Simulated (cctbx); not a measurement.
# Symmetry from intensities

Cell: a = 10.3220 Å, b = 10.3220 Å, c = 10.3220 Å, α = 90.00°, β = 90.00°, γ = 90.00°. Expected content of the cell: Bi4 Rb4 Cl24.

The data are simulated with cctbx, not measured: synchrotron X-rays, λ = 0.7749 Å, to d = 0.84 Å, 70 % of the full sphere, strongest reflection 40000 counts, noise from counting, a 4 % proportional error and a noise floor of 15 counts (s.d.); no absorption.

Tests on the unmerged data give:

```text
5496 reflections to d = 0.843 A
centring   violations  <I/sigma> of those
    A          0 of  2785     -0.0
    B          0 of  2782     -0.0
    C          0 of  2717      0.0
    I        647 of  2742      4.0
    R        894 of  3666      4.9
    F          0 of  4142     -0.0
Laue class    unique    Rint  (classes that these axes allow; Friedel mates merged)
F m m m           284   0.030
F m -3            101   0.033
F m -3 m           74   0.034
space group    extra absences  I>4sigma  <I/sigma>
F 4 3 2                 0          0         -  acentric
F -4 3 m                0          0         -  acentric
F m -3 m                0          0         -  centric
Wilson B = 1.42 A^2   <|E^2-1|> = 0.568 (0.968 centric, 0.736 acentric)   E^2>4: 0.0 %
shell (A)         n   <I/sigma>
 5.96 - 1.53     18     68.8
 1.53 - 1.22     11     72.9
 1.22 - 1.07     11     87.9
 1.07 - 0.97     12     71.5
 0.97 - 0.90     10     83.6
 0.90 - 0.85     12     75.4
```

**Question.** What are the lattice type, the Laue class and the likely space group?

The reflections that A, B, C and F centring forbids are absent (⟨I/σ⟩ near 0), so the lattice is F. F holds A, B and C together.

Rint stays low (0.030 to 0.034) up to F m -3 m, the highest class in these axes.

3 settings pass the absence test. No glide or screw absences show, which leaves F 4 3 2, F -4 3 m and F m -3 m.

⟨|E²−1|⟩ = 0.568 leans to a non-centrosymmetric structure, or to twinning, which lowers it. Here that hint misleads: the statistic assumes many like atoms on general positions, and few, heavy or special-position atoms break it. The Wilson B of 1.42 Å² means U ≈ 0.0180 Å².

The true group is Fm-3m (no. 225), Laue class m-3m, centrosymmetric. The tables only narrow the choice to the tied entries; cell content, site symmetry and trial solutions must settle it.

This is a model crystal, built by substitution and not relaxed, with assumed displacement parameters.

[Logs are printed without paths, hosts, clocks, repeated set-up lines and the standing remarks that a program may print on its own settings, such as how far it seeks lower states.]
